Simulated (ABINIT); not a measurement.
# Al3Os (Pm-3m): zone-centre phonons, part 3 of 3

Which modes does Al3Os (Pm-3m) have at the zone centre?

ABINIT 10.8.3; DFT PBEsol, scalar-relativistic, plane waves, PseudoDojo stringent norm-conserving pseudopotentials.

So far. Step 4 (Relaxing the cell and atoms): The volume changes by +0.6 % in this run and stands -6.7 % from the first cell. Step 6 (Linear response at Γ): The acoustic modes at Γ come out as far as 1.7 cm⁻¹ from zero, where they should vanish, a small numerical error. The relaxed cell has a = 3.848 Å (conventional setting).

The structure was built from a prototype and need not be the compound's stable phase.

## 7. Modes with the sum rule

anaddb reads the merged derivatives and imposes the acoustic sum rule.

Input file anaddb.abi:

```
ddb_filepath "gamma_DDB"
output_file "anaddb.abo"
outdata_prefix "anaddb"
asr 1
chneut 1
enunit 2
eivec 1
nph1l 1
qph1l 0.0 0.0 0.0 1.0
```

Input file mrgddb.in:

```
gamma_DDB
merged
2
dfpt_gammao_DDB
gso_DDB
```

Command:

```sh
> mrgddb < mrgddb.in > mrgddb.log
> OMP_NUM_THREADS=1 anaddb anaddb.abi > anaddb.log
```

anaddb.abo, the main output file:

```text
-outvars_anaddb: echo values of input variables ----------------------

 Miscellaneous information :
      enunit         2
       eivec         1
         asr         1
 First list of wavevector (reduced coord.) :
       nph1l         1
       qph1l
                     0.00000000E+00  0.00000000E+00  0.00000000E+00    1.000E+00

================================================================================

 read the DDB information and perform some checks

  ==== Info on the Cryst% object ====
 Real(R)+Recip(G) space primitive vectors, cartesian coordinates (Bohr,Bohr^-1):
 R(1)=  7.2715405  0.0000000  0.0000000  G(1)=  0.1375224  0.0000000  0.0000000
 R(2)=  0.0000000  7.2715405  0.0000000  G(2)=  0.0000000  0.1375224  0.0000000
 R(3)=  0.0000000  0.0000000  7.2715405  G(3)=  0.0000000  0.0000000  0.1375224
 Unit cell volume ucvol=  3.8448490E+02 bohr^3
 Angles (23,13,12)=  9.00000000E+01  9.00000000E+01  9.00000000E+01 degrees
 Time-reversal symmetry is present
 Reduced atomic positions [iatom, xred, symbol]:
    1)    0.0000000  0.0000000  0.0000000  Os
    2)    0.0000000  0.5000000  0.5000000  Al
    3)    0.5000000  0.0000000  0.5000000  Al
    4)    0.5000000  0.5000000  0.0000000  Al

 DDB file with 3 blocks has been read.

================================================================================

 Treat the first list of vectors

  Phonon wavevector (reduced coordinates) :  0.00000  0.00000  0.00000
 Phonon energies in Hartree :
   0.000000E+00  0.000000E+00  0.000000E+00  7.002690E-04  7.002690E-04
   7.002690E-04  1.148781E-03  1.148781E-03  1.148781E-03  1.707659E-03
   1.707659E-03  1.707659E-03
 Phonon energies in meV     :
-  0.000000E+00  0.000000E+00  0.000000E+00  1.905529E+01  1.905529E+01
-  1.905529E+01  3.125993E+01  3.125993E+01  3.125993E+01  4.646776E+01
-  4.646776E+01  4.646776E+01
 Phonon frequencies in cm-1    :
-  0.000000E+00  0.000000E+00  0.000000E+00  1.536913E+02  1.536913E+02
-  1.536913E+02  2.521283E+02  2.521283E+02  2.521283E+02  3.747878E+02
-  3.747878E+02  3.747878E+02
 Phonon frequencies in Thz     :
-  0.000000E+00  0.000000E+00  0.000000E+00  4.607549E+00  4.607549E+00
-  4.607549E+00  7.558617E+00  7.558617E+00  7.558617E+00  1.123585E+01
-  1.123585E+01  1.123585E+01
 Phonon energies in Kelvin  :
-  0.000000E+00  0.000000E+00  0.000000E+00  2.211275E+02  2.211275E+02
-  2.211275E+02  3.627564E+02  3.627564E+02  3.627564E+02  5.392360E+02
-  5.392360E+02  5.392360E+02

 Eigendisplacements
 (will be given, for each mode : in cartesian coordinates
   for each atom the real part of the displacement vector,
   then the imaginary part of the displacement vector - absolute values smaller than 1.0d-7 are set to zero)
  Mode number    1   Energy    0.000000E+00
 Attention : low frequency mode.
   (Could be unstable or acoustic mode)
-  1  0.00000000E+00  0.00000000E+00 -1.42239256E-03
-     0.00000000E+00  0.00000000E+00  0.00000000E+00
-  2  0.00000000E+00  0.00000000E+00 -1.42239241E-03
-     0.00000000E+00  0.00000000E+00  0.00000000E+00
-  3  0.00000000E+00  0.00000000E+00 -1.42239241E-03
-     0.00000000E+00  0.00000000E+00  0.00000000E+00
-  4  0.00000000E+00  0.00000000E+00 -1.42239234E-03
-     0.00000000E+00  0.00000000E+00  0.00000000E+00
  Mode number    2   Energy    0.000000E+00
 Attention : low frequency mode.
   (Could be unstable or acoustic mode)
-  1  0.00000000E+00 -1.42239256E-03  0.00000000E+00
-     0.00000000E+00  0.00000000E+00  0.00000000E+00
-  2  0.00000000E+00 -1.42239241E-03  0.00000000E+00
-     0.00000000E+00  0.00000000E+00  0.00000000E+00
-  3  0.00000000E+00 -1.42239234E-03  0.00000000E+00
-     0.00000000E+00  0.00000000E+00  0.00000000E+00
-  4  0.00000000E+00 -1.42239241E-03  0.00000000E+00
-     0.00000000E+00  0.00000000E+00  0.00000000E+00
  Mode number    3   Energy    0.000000E+00
 Attention : low frequency mode.
   (Could be unstable or acoustic mode)
-  1  1.42239256E-03  0.00000000E+00  0.00000000E+00
-     0.00000000E+00  0.00000000E+00  0.00000000E+00
-  2  1.42239234E-03  0.00000000E+00  0.00000000E+00
-     0.00000000E+00  0.00000000E+00  0.00000000E+00
-  3  1.42239241E-03  0.00000000E+00  0.00000000E+00
-     0.00000000E+00  0.00000000E+00  0.00000000E+00
-  4  1.42239241E-03  0.00000000E+00  0.00000000E+00
-     0.00000000E+00  0.00000000E+00  0.00000000E+00
  Mode number    4   Energy    7.002690E-04
-  1  0.00000000E+00  0.00000000E+00  9.25181751E-04
-     0.00000000E+00  0.00000000E+00  0.00000000E+00
-  2  0.00000000E+00  0.00000000E+00 -2.03276711E-03
-     0.00000000E+00  0.00000000E+00  0.00000000E+00
-  3  0.00000000E+00  0.00000000E+00 -2.03276711E-03
-     0.00000000E+00  0.00000000E+00  0.00000000E+00
-  4  0.00000000E+00  0.00000000E+00 -2.45631726E-03
-     0.00000000E+00  0.00000000E+00  0.00000000E+00
  Mode number    5   Energy    7.002690E-04
-  1  0.00000000E+00 -9.25181751E-04  0.00000000E+00
-     0.00000000E+00  0.00000000E+00  0.00000000E+00
-  2  0.00000000E+00  2.03276711E-03  0.00000000E+00
-     0.00000000E+00  0.00000000E+00  0.00000000E+00
-  3  0.00000000E+00  2.45631726E-03  0.00000000E+00
-     0.00000000E+00  0.00000000E+00  0.00000000E+00
-  4  0.00000000E+00  2.03276711E-03  0.00000000E+00
-     0.00000000E+00  0.00000000E+00  0.00000000E+00
  Mode number    6   Energy    7.002690E-04
-  1  9.25181751E-04  0.00000000E+00  0.00000000E+00
-     0.00000000E+00  0.00000000E+00  0.00000000E+00
-  2 -2.45631726E-03  0.00000000E+00  0.00000000E+00
-     0.00000000E+00  0.00000000E+00  0.00000000E+00
-  3 -2.03276711E-03  0.00000000E+00  0.00000000E+00
-     0.00000000E+00  0.00000000E+00  0.00000000E+00
-  4 -2.03276711E-03  0.00000000E+00  0.00000000E+00
-     0.00000000E+00  0.00000000E+00  0.00000000E+00
  Mode number    7   Energy    1.148781E-03
-  1  0.00000000E+00  0.00000000E+00  0.00000000E+00
-     0.00000000E+00  0.00000000E+00  0.00000000E+00
-  2  0.00000000E+00  4.92386955E-07  3.18839109E-03
-     0.00000000E+00  0.00000000E+00  0.00000000E+00
-  3  0.00000000E+00  0.00000000E+00 -3.18839109E-03
-     0.00000000E+00  0.00000000E+00  0.00000000E+00
-  4  0.00000000E+00 -4.92386955E-07  0.00000000E+00
-     0.00000000E+00  0.00000000E+00  0.00000000E+00
  Mode number    8   Energy    1.148781E-03
-  1  0.00000000E+00  0.00000000E+00  0.00000000E+00
-     0.00000000E+00  0.00000000E+00  0.00000000E+00
-  2  0.00000000E+00  3.18839109E-03 -4.92386819E-07
-     0.00000000E+00  0.00000000E+00  0.00000000E+00
-  3  0.00000000E+00  0.00000000E+00  4.92386819E-07
-     0.00000000E+00  0.00000000E+00  0.00000000E+00
-  4  0.00000000E+00 -3.18839109E-03  0.00000000E+00
-     0.00000000E+00  0.00000000E+00  0.00000000E+00
  Mode number    9   Energy    1.148781E-03
-  1  0.00000000E+00  0.00000000E+00  0.00000000E+00
-     0.00000000E+00  0.00000000E+00  0.00000000E+00
-  2  0.00000000E+00  0.00000000E+00  0.00000000E+00
-     0.00000000E+00  0.00000000E+00  0.00000000E+00
-  3  3.18839113E-03  0.00000000E+00  0.00000000E+00
-     0.00000000E+00  0.00000000E+00  0.00000000E+00
-  4 -3.18839113E-03  0.00000000E+00  0.00000000E+00
-     0.00000000E+00  0.00000000E+00  0.00000000E+00
  Mode number   10   Energy    1.707659E-03
-  1  0.00000000E+00  0.00000000E+00  7.11673654E-05
-     0.00000000E+00  0.00000000E+00  0.00000000E+00
-  2  0.00000000E+00  0.00000000E+00 -2.00262220E-03
-     0.00000000E+00  0.00000000E+00  0.00000000E+00
-  3  0.00000000E+00  0.00000000E+00 -2.00262220E-03
-     0.00000000E+00  0.00000000E+00  0.00000000E+00
-  4  0.00000000E+00  0.00000000E+00  3.50356697E-03
-     0.00000000E+00  0.00000000E+00  0.00000000E+00
  Mode number   11   Energy    1.707659E-03
-  1  0.00000000E+00 -7.11673654E-05  0.00000000E+00
-     0.00000000E+00  0.00000000E+00  0.00000000E+00
-  2  0.00000000E+00  2.00262220E-03  0.00000000E+00
-     0.00000000E+00  0.00000000E+00  0.00000000E+00
-  3  0.00000000E+00 -3.50356697E-03  0.00000000E+00
-     0.00000000E+00  0.00000000E+00  0.00000000E+00
-  4  0.00000000E+00  2.00262220E-03  0.00000000E+00
-     0.00000000E+00  0.00000000E+00  0.00000000E+00
  Mode number   12   Energy    1.707659E-03
-  1  7.11673654E-05  0.00000000E+00  0.00000000E+00
-     0.00000000E+00  0.00000000E+00  0.00000000E+00
-  2  3.50356697E-03  0.00000000E+00  0.00000000E+00
-     0.00000000E+00  0.00000000E+00  0.00000000E+00
-  3 -2.00262220E-03  0.00000000E+00  0.00000000E+00
-     0.00000000E+00  0.00000000E+00  0.00000000E+00
-  4 -2.00262220E-03  0.00000000E+00  0.00000000E+00
-     0.00000000E+00  0.00000000E+00  0.00000000E+00

 Analysis of degeneracies and characters (maximum tolerance=1.00E-06 a.u.)
 For each vibration mode, or group of modes if degenerate,
 the characters are given for each symmetry operation (see the list in the log file).
 Symmetry characters of vibration mode #   1
       degenerate with vibration modes #   2 to    3
  3.0 -3.0 -1.0  1.0 -1.0  1.0 -1.0  1.0  1.0 -1.0 -1.0  1.0  1.0 -1.0 -1.0  1.0
 -0.0  0.0 -0.0  0.0  0.0 -0.0  0.0 -0.0  1.0 -1.0 -1.0  1.0 -1.0  1.0  1.0 -1.0
 -0.0  0.0  0.0 -0.0  0.0 -0.0 -0.0  0.0  1.0 -1.0  1.0 -1.0 -1.0  1.0 -1.0  1.0
 Symmetry characters of vibration mode #   4
       degenerate with vibration modes #   5 to    6
  3.0 -3.0 -1.0  1.0 -1.0  1.0 -1.0  1.0  1.0 -1.0 -1.0  1.0  1.0 -1.0 -1.0  1.0
  0.0 -0.0 -0.0  0.0  0.0 -0.0 -0.0  0.0  1.0 -1.0 -1.0  1.0 -1.0  1.0  1.0 -1.0
  0.0 -0.0  0.0 -0.0 -0.0  0.0 -0.0  0.0  1.0 -1.0  1.0 -1.0 -1.0  1.0 -1.0  1.0
 Symmetry characters of vibration mode #   7
       degenerate with vibration modes #   8 to    9
  3.0 -3.0 -1.0  1.0 -1.0  1.0 -1.0  1.0 -1.0  1.0  1.0 -1.0 -1.0  1.0  1.0 -1.0
  0.0 -0.0 -0.0  0.0  0.0 -0.0 -0.0  0.0 -1.0  1.0  1.0 -1.0  1.0 -1.0 -1.0  1.0
  0.0 -0.0  0.0 -0.0 -0.0  0.0 -0.0  0.0 -1.0  1.0 -1.0  1.0  1.0 -1.0  1.0 -1.0
 Symmetry characters of vibration mode #  10
       degenerate with vibration modes #  11 to   12
  3.0 -3.0 -1.0  1.0 -1.0  1.0 -1.0  1.0  1.0 -1.0 -1.0  1.0  1.0 -1.0 -1.0  1.0
  0.0 -0.0 -0.0  0.0  0.0 -0.0 -0.0  0.0  1.0 -1.0 -1.0  1.0 -1.0  1.0  1.0 -1.0
  0.0 -0.0  0.0 -0.0 -0.0  0.0 -0.0  0.0  1.0 -1.0  1.0 -1.0 -1.0  1.0 -1.0  1.0
-
```

Run time: 0.51 s. Hardware: 1 thread of Arm Neoverse V2, shared host.

No LO-TO term; unit eigenvectors of the mass-weighted matrix, from anaddb's displacements. The modes at Γ (shares of kinetic energy by element, %):

```csv
mode,frequency (cm⁻¹),symmetry,Os %,Al %
1,0.0,acoustic,70,30
2,0.0,acoustic,70,30
3,0.0,acoustic,70,30
4,153.7,T1u,30,70
5,153.7,T1u,30,70
6,153.7,T1u,30,70
7,252.1,T2u,0,100
8,252.1,T2u,0,100
9,252.1,T2u,0,100
10,374.8,T1u,0,100
11,374.8,T1u,0,100
12,374.8,T1u,0,100
```

Displacements in mode 6 (153.7 cm⁻¹), the largest set to 1:
```
Os1  0.38  0.00  0.00
Al2 -1.00  0.00  0.00
Al3 -0.83  0.00  0.00
Al4 -0.83  0.00  0.00
```

Displacements in mode 9 (252.1 cm⁻¹), the largest set to 1:
```
Os1  0.00  0.00  0.00
Al2  0.00  0.00  0.00
Al3  1.00  0.00  0.00
Al4 -1.00  0.00  0.00
```

The rule moves no optical mode by more than 0.1 cm⁻¹.

## 8. What came out

- space group after relaxation: Pm-3m
- volume per atom: 14.2 Å³
- highest optical zone-centre mode (no LO-TO term): 374.8 cm⁻¹
- lowest optical zone-centre mode: 153.7 cm⁻¹
- imaginary optical modes at the zone centre (no q mesh in this session): none

What this shows: At the PBEsol level the optical modes of Al3Os (Pm-3m) at the zone centre run from 154 to 375 cm⁻¹. These are harmonic frequencies: anharmonic shifts and widths and the lattice's thermal expansion are left out. The Fermi-Dirac smearing of 0.01 Ha is an electronic temperature of 3158 K, which adds a pressure of its own and can shift the volume and soft modes. Spin-orbit coupling is left out, which can matter for the heavy elements here. In a metal the frequencies hang on the k mesh and the smearing, most of all near Kohn anomalies. The runs are without spin polarisation, although the cell has an odd electron count or an open d or f shell, so a magnetic state was not tested. The structure is a hypothetical one, built on a prototype.

[Host names and launcher messages were left out of these logs when they were recorded.]

[Logs are printed without paths, hosts, clocks, repeated set-up lines and the standing remarks that a program may print on its own settings, such as how far it seeks lower states.]

[Hosts, paths, dates, database ids (printed as entryN), source tags and the programs' standing remarks are cut or masked in the printed files.]
